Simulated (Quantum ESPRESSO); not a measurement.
**FeCO3 (Siderite): which magnetic order is lowest**

Does FeCO3 (Siderite) prefer parallel or opposed moments?

Method: PBEsol; plane waves with GBRV 1.5 PBEsol potentials, no spin-orbit coupling, in Quantum ESPRESSO 7.5.

## (1) Set-up

It takes space group R-3c (No. 167, trigonal). The conventional cell has a = 4.689 Å, b = 4.689 Å, c = 15.373 Å, α = 90.00°, β = 90.00°, γ = 120.00°. Nearest to Fe lie 6 O at 2.14 Å. Nearest to C lie 3 O at 1.29 Å. Nearest to O lie 1 C at 1.29 Å and 2 Fe at 2.14 Å. Farther neighbours and most contacts between anions are not listed.

The cell comes from the Crystallography Open Database.

## (2) Start 1: ferro ++

The signs are those of the starting moments on the seeded atoms, the atoms that are given a moment.

The input, pw.in:

```
&CONTROL
  calculation = 'scf'
  prefix = 'pwscf'
  outdir = './tmp'
  pseudo_dir = './pseudo'
  disk_io = 'nowf'
/
&SYSTEM
  ibrav = 0
  celldm(1) = 8
  nat = 10
  ntyp = 3
  ecutwfc = 40
  ecutrho = 280
  nbnd = 55
  occupations = 'smearing'
  smearing = 'fd'
  degauss = 0.00367493
  nspin = 2
  starting_magnetization(1) = 0.25
  starting_magnetization(2) = 0
  starting_magnetization(3) = 0
/
&ELECTRONS
  conv_thr = 2d-08
  electron_maxstep = 150
  mixing_beta = 0.3
/
ATOMIC_SPECIES
Fe     55.8450 fe_pbesol_v1.5.uspp.F.UPF
C      12.0110 c_pbesol_v1.2.uspp.F.UPF
O      15.9990 o_pbesol_v1.2.uspp.F.UPF
CELL_PARAMETERS alat
   0.5537724300333    0.3197206615555    1.2104483214035
  -0.5537724300333    0.3197206615555    1.2104483214035
   0.0000000000000   -0.6394413230874    1.2104483214035
ATOMIC_POSITIONS crystal
Fe      0.0000000000    0.0000000000    0.0000000000
Fe      0.5000000000    0.5000000000    0.5000000000
C       0.2500000000    0.2500000000    0.2500000000
C       0.7500000000    0.7500000000    0.7500000000
O       0.5243000000    0.9757000000    0.2500000000
O       0.2500000000    0.5243000000    0.9757000000
O       0.9757000000    0.2500000000    0.5243000000
O       0.4757000000    0.0243000000    0.7500000000
O       0.7500000000    0.4757000000    0.0243000000
O       0.0243000000    0.7500000000    0.4757000000
K_POINTS automatic
6 6 6 0 0 0
```

On the command line:

```sh
> OMP_NUM_THREADS=1 mpirun -n 4 pw.x -nk 4 -in pw.in > pw.out
```

Log:

```text
Program PWSCF v.7.5 starts

     Message from routine setup:
     using ibrav=0 with symmetry is DISCOURAGED, use correct ibrav instead

     K-points division:     npool     =       4
     Subspace diagonalization in iterative solution of the eigenvalue problem:

     G-vector sticks info
     --------------------
     sticks:   dense  smooth     PW     G-vecs:    dense   smooth      PW
     Sum        1979    1125    347                52095    22497    3837

     Using Slab Decomposition

     bravais-lattice index     =            0
     lattice parameter (alat)  =       8.0000  a.u.
     unit-cell volume          =     658.3692 (a.u.)^3
     number of atoms/cell      =           10
     number of atomic types    =            3
     number of electrons       =        76.00
     number of Kohn-Sham states=           55
     kinetic-energy cutoff     =      40.0000  Ry
     charge density cutoff     =     280.0000  Ry
     scf convergence threshold =      2.0E-08
     mixing beta               =       0.3000
     number of iterations used =            8  plain     mixing
     Exchange-correlation= SLA  PW   PSX  PSC
                           (   1   4  10   8   0   0   0)

     celldm(1)=   8.000000  celldm(2)=   0.000000  celldm(3)=   0.000000
     celldm(4)=   0.000000  celldm(5)=   0.000000  celldm(6)=   0.000000

     crystal axes: (cart. coord. in units of alat)
               a(1) = (   0.553772   0.319721   1.210448 )
               a(2) = (  -0.553772   0.319721   1.210448 )
               a(3) = (   0.000000  -0.639441   1.210448 )

     reciprocal axes: (cart. coord. in units 2 pi/alat)
               b(1) = (  0.902898  0.521288  0.275380 )
               b(2) = ( -0.902898  0.521288  0.275380 )
               b(3) = (  0.000000 -1.042577  0.275380 )

     PseudoPot. # 1 for Fe read from file:
     fe_pbesol_v1.5.uspp.F.UPF
     Pseudo is Ultrasoft + core correction, Zval = 16.0
     Generated by new atomic code, or converted to UPF format
     Using radial grid of  861 points,  6 beta functions with:
                l(1) =   0
                l(2) =   0
                l(3) =   1
                l(4) =   1
                l(5) =   2
                l(6) =   2
     Q(r) pseudized with  8 coefficients,  rinner =    1.000   1.000   1.000
                                                       1.000   1.000

     PseudoPot. # 2 for C  read from file:
     c_pbesol_v1.2.uspp.F.UPF
     Pseudo is Ultrasoft + core correction, Zval =  4.0
     Generated by new atomic code, or converted to UPF format
     Using radial grid of  721 points,  4 beta functions with:
                l(1) =   0
                l(2) =   0
                l(3) =   1
                l(4) =   1
     Q(r) pseudized with  8 coefficients,  rinner =    1.100   1.100   1.100

     PseudoPot. # 3 for O  read from file:
     o_pbesol_v1.2.uspp.F.UPF
     Pseudo is Ultrasoft + core correction, Zval =  6.0
     Generated by new atomic code, or converted to UPF format
     Using radial grid of  737 points,  5 beta functions with:
                l(1) =   0
                l(2) =   0
                l(3) =   1
                l(4) =   1
                l(5) =   2
     Q(r) pseudized with  8 coefficients,  rinner =    0.900   0.900   0.900
                                                       0.900   0.900

     atomic species   valence    mass     pseudopotential
     Fe               16.00    55.84500     Fe( 1.00)
     C                 4.00    12.01100     C ( 1.00)
     O                 6.00    15.99900     O ( 1.00)

     Starting magnetic structure
     atomic species   magnetization
     Fe              0.250
     C               0.000
     O               0.000

     12 Sym. Ops., with inversion, found ( 6 have fractional translation)

   Cartesian axes

     site n.     atom                  positions (alat units)
         1        Fe     tau(   1) = (   0.0000000   0.0000000   0.0000000  )
         2        Fe     tau(   2) = (   0.0000000   0.0000000   1.8156725  )
         3        C      tau(   3) = (   0.0000000   0.0000000   0.9078362  )
         4        C      tau(   4) = (   0.0000000   0.0000000   2.7235087  )
         5        O      tau(   5) = (  -0.2499729   0.3197207   2.1182846  )
         6        O      tau(   6) = (  -0.1518998  -0.3763432   2.1182846  )
         7        O      tau(   7) = (   0.4018727   0.0566225   2.1182846  )
         8        O      tau(   8) = (   0.2499729  -0.3197207   1.5130604  )
         9        O      tau(   9) = (   0.1518998   0.3763432   1.5130604  )
        10        O      tau(  10) = (  -0.4018727  -0.0566225   1.5130604  )

     number of k points=    32  Fermi-Dirac smearing, width (Ry)=  0.0037
                       cart. coord. in units 2pi/alat
        k(    1) = (   0.0000000   0.0000000   0.0000000), wk =   0.0046296
        k(    2) = (   0.0000000  -0.1737628   0.0458967), wk =   0.0277778
        k(    3) = (   0.0000000  -0.3475256   0.0917934), wk =   0.0277778
        k(    4) = (  -0.0000000   0.5212884  -0.1376900), wk =   0.0138889
        k(    5) = (  -0.1504830  -0.0868814   0.0917934), wk =   0.0277778
        [... 27 further k-points ...]

     Dense  grid:    52095 G-vectors     FFT dimensions: (  60,  60,  60)

     Smooth grid:    22497 G-vectors     FFT dimensions: (  48,  48,  48)

     Check: negative core charge=   -0.000026
     Generating pointlists ...
     new r_m :   0.2088 (alat units)  1.6706 (a.u.) for type    1
     new r_m :   0.1253 (alat units)  1.0025 (a.u.) for type    2
     new r_m :   0.1253 (alat units)  1.0025 (a.u.) for type    3

     Initial potential from superposition of free atoms

     starting charge      73.9999, renormalised to      76.0000
     Starting wfcs are   58 randomized atomic wfcs

     Self-consistent Calculation

     iteration #  1     ecut=    40.00 Ry     beta= 0.30
     Davidson diagonalization with overlap
     ethr =  1.00E-02,  avg # of iterations =  6.0

     Threshold (ethr) on eigenvalues was too large:
     Diagonalizing with lowered threshold

     Davidson diagonalization with overlap
     ethr =  8.11E-04,  avg # of iterations =  1.3

     total energy              =    -716.65471911 Ry
     estimated scf accuracy    <       0.59612092 Ry

     total magnetization       =     8.00 Bohr mag/cell
     absolute magnetization    =     8.00 Bohr mag/cell

     iteration #  2     ecut=    40.00 Ry     beta= 0.30
     Davidson diagonalization with overlap
     ethr =  7.84E-04,  avg # of iterations =  2.8

     total energy              =    -716.71024534 Ry
     estimated scf accuracy    <       0.08569767 Ry

     total magnetization       =     8.00 Bohr mag/cell
     absolute magnetization    =     8.00 Bohr mag/cell

     iteration #  3     ecut=    40.00 Ry     beta= 0.30
     Davidson diagonalization with overlap
     ethr =  1.13E-04,  avg # of iterations =  4.4

     total energy              =    -716.71506777 Ry
     estimated scf accuracy    <       0.02662740 Ry

     total magnetization       =     8.00 Bohr mag/cell
     absolute magnetization    =     8.00 Bohr mag/cell

     [... further iterations left out ...]

     iteration # 11     ecut=    40.00 Ry     beta= 0.30
     Davidson diagonalization with overlap
     ethr =  8.82E-09,  avg # of iterations =  2.0

     total energy              =    -716.71750395 Ry
     estimated scf accuracy    <       0.00000069 Ry

     total magnetization       =     8.00 Bohr mag/cell
     absolute magnetization    =     8.01 Bohr mag/cell

     iteration # 12     ecut=    40.00 Ry     beta= 0.30
     Davidson diagonalization with overlap
     ethr =  9.06E-10,  avg # of iterations =  2.0

     total energy              =    -716.71750459 Ry
     estimated scf accuracy    <       0.00000022 Ry

     total magnetization       =     8.00 Bohr mag/cell
     absolute magnetization    =     8.01 Bohr mag/cell

     iteration # 13     ecut=    40.00 Ry     beta= 0.30
     Davidson diagonalization with overlap
     ethr =  2.84E-10,  avg # of iterations =  1.4

     total energy              =    -716.71750482 Ry
     estimated scf accuracy    <       0.00000008 Ry

     total magnetization       =     8.00 Bohr mag/cell
     absolute magnetization    =     8.01 Bohr mag/cell

     iteration # 14     ecut=    40.00 Ry     beta= 0.30
     Davidson diagonalization with overlap
     ethr =  1.05E-10,  avg # of iterations =  2.0

     Magnetic moment per site  (integrated on atomic sphere of radius R)
     atom   1 (R=0.209)  charge= 13.4916  magn=  3.4162
     atom   2 (R=0.209)  charge= 13.4916  magn=  3.4162
     atom   3 (R=0.125)  charge=  1.3050  magn=  0.0102
     atom   4 (R=0.125)  charge=  1.3050  magn=  0.0102
     atom   5 (R=0.125)  charge=  3.2952  magn=  0.0651
     atom   6 (R=0.125)  charge=  3.2952  magn=  0.0651
     atom   7 (R=0.125)  charge=  3.2952  magn=  0.0651
     atom   8 (R=0.125)  charge=  3.2952  magn=  0.0651
     atom   9 (R=0.125)  charge=  3.2952  magn=  0.0651
     atom  10 (R=0.125)  charge=  3.2952  magn=  0.0651

     End of self-consistent calculation

     [... lines left out ...]
     the Fermi energy is     9.5289 ev

!    total energy              =    -716.71750514 Ry
     estimated scf accuracy    <          3.0E-09 Ry
     smearing contrib. (-TS)   =      -0.00639571 Ry
     internal energy E=F+TS    =    -716.71110943 Ry

     The total energy is F=E-TS. E is the sum of the following terms:
     one-electron contribution =    -397.85614804 Ry
     hartree contribution      =     235.64459874 Ry
     xc contribution           =    -108.47582755 Ry
     ewald contribution        =    -446.02373258 Ry

     total magnetization       =     8.00 Bohr mag/cell
     absolute magnetization    =     8.01 Bohr mag/cell

     convergence has been achieved in  14 iterations

=------------------------------------------------------------------------------=
   JOB DONE.
=------------------------------------------------------------------------------=
```

The job ended after 86 s (4 MPI ranks of Intel Xeon Platinum 8488C (Sapphire Rapids), shared host; peak memory 0.65 GiB; 5.7 min of CPU time).

Spin moment in the atom's sphere by atom:

| atom | spin moment in the atom's sphere (μB) |
| --- | --- |
| Fe1 | 3.42 |
| Fe2 | 3.42 |
| C3 | 0.01 |
| C4 | 0.01 |
| O5 | 0.07 |
| O6 | 0.07 |
| O7 | 0.07 |
| O8 | 0.07 |
| O9 | 0.07 |
| O10 | 0.07 |

Numbers from this step:

| Property | Result |
| --- | --- |
| smearing term TS | 0.08702 eV |
| magnetization | 8 μB |
| absolute magnetization | 8.014 μB |
| final state | ferromagnetic |

(Continued in part 2 of 2.)

[Logs and program files are shortened in this print: banners, set-up blocks, solver, clock and traceback lines can be left out without a mark of their own.]

[Logs are printed without paths, hosts, clocks, repeated set-up lines and the standing remarks that a program may print on its own settings, such as how far it seeks lower states.]

[Hosts, paths, dates, database ids (printed as entryN), source tags and the programs' standing remarks are cut or masked in the printed files.]

[Where a cell is said to come from a database of computed structures, the database is the Materials Project.]
